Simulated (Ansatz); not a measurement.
Planning a run of Ansatz 0.2.0 on SnWO4 (Pnna). The input:

```yaml
crystal:
  lattice:
    - [5.627, 0.0, 0.0]
    - [0.0, 11.6486, 0.0]
    - [0.0, 0.0, 4.9973]
  atoms:
    - { symbol: Sn, position: [0.25, 0.0, 0.2196] }
    - { symbol: Sn, position: [0.25, 0.5, 0.2804] }
    - { symbol: Sn, position: [0.75, 0.0, 0.7804] }
    - { symbol: Sn, position: [0.75, 0.5, 0.7196] }
    - { symbol: W, position: [0.6677, 0.25, 0.25] }
    - { symbol: W, position: [0.8323, 0.75, 0.25] }
    - { symbol: W, position: [0.3323, 0.75, 0.75] }
    - { symbol: W, position: [0.1677, 0.25, 0.75] }
    - { symbol: O, position: [0.3765, 0.2987, 0.9988] }
    - { symbol: O, position: [0.1235, 0.7013, 0.9988] }
    - { symbol: O, position: [0.3765, 0.2013, 0.5012] }
    - { symbol: O, position: [0.1235, 0.7987, 0.5012] }
    - { symbol: O, position: [0.6235, 0.7013, 0.0012] }
    - { symbol: O, position: [0.8765, 0.2987, 0.0012] }
    - { symbol: O, position: [0.6235, 0.7987, 0.4988] }
    - { symbol: O, position: [0.8765, 0.2013, 0.4988] }
    - { symbol: O, position: [0.1019, 0.3961, 0.6037] }
    - { symbol: O, position: [0.3981, 0.6039, 0.6037] }
    - { symbol: O, position: [0.1019, 0.1039, 0.8963] }
    - { symbol: O, position: [0.3981, 0.8961, 0.8963] }
    - { symbol: O, position: [0.8981, 0.6039, 0.3963] }
    - { symbol: O, position: [0.6019, 0.3961, 0.3963] }
    - { symbol: O, position: [0.8981, 0.8961, 0.1037] }
    - { symbol: O, position: [0.6019, 0.1039, 0.1037] }
kpoints:
  mp_grid: { grid: [4, 2, 4] }
  band_path:
    path:
      - [0.0, 0.0, 0.0]
      - [0.5, 0.0, 0.0]
      - [0.5, 0.5, 0.0]
      - [0.0, 0.5, 0.0]
      - [0.0, 0.0, 0.5]
      - [0.5, 0.0, 0.5]
      - [0.5, 0.5, 0.5]
      - [0.0, 0.5, 0.5]
      - [0.0, 0.0, 0.25]
      - [0.0, 0.4, 0.0]
    npoints: 1
hamiltonian:
  xc: pbe0
scf:
  occupations: { method: fixed }
  n_extra_bands: 12
output:
  eigenvalues: true
```

```sh
ansatz run input.yaml --threads 24 --pin off --max-ram 82944MiB --backend cuda --events-out ev --progress --plain --runs-dir out --devices 1 --max-vram 78GiB
```

**Question.** Estimate wall time and host memory on 1 × NVIDIA GB200 (shared by 2 runs) with 24 threads of Arm Neoverse V2, shared host.

It took 35 s; on shared hardware allow 18 s to 70 s. Peak host memory was 3.2 GiB. The sizes that set the cost: 6429 plane waves a state, 18 irreducible k points and 18 SCF cycles.

Exact exchange couples every pair of k points and filled bands, so it costs far more than a semilocal run.

[Paths, hosts, dates, memory and timing lines, banners, echoed tables and standing remarks are left out of the program output.]

[Logs are printed without paths, hosts, clocks, repeated set-up lines and the standing remarks that a program may print on its own settings, such as how far it seeks lower states.]

[Runs of the session that timed out or met a known fault of the program may be left out.]

[Cells called generated may have been cut or substituted from an entry of the Crystallography Open Database or the Materials Project.]

[Hosts, paths, dates, database ids (printed as entryN), source tags and the programs' standing remarks are cut or masked in the printed files.]
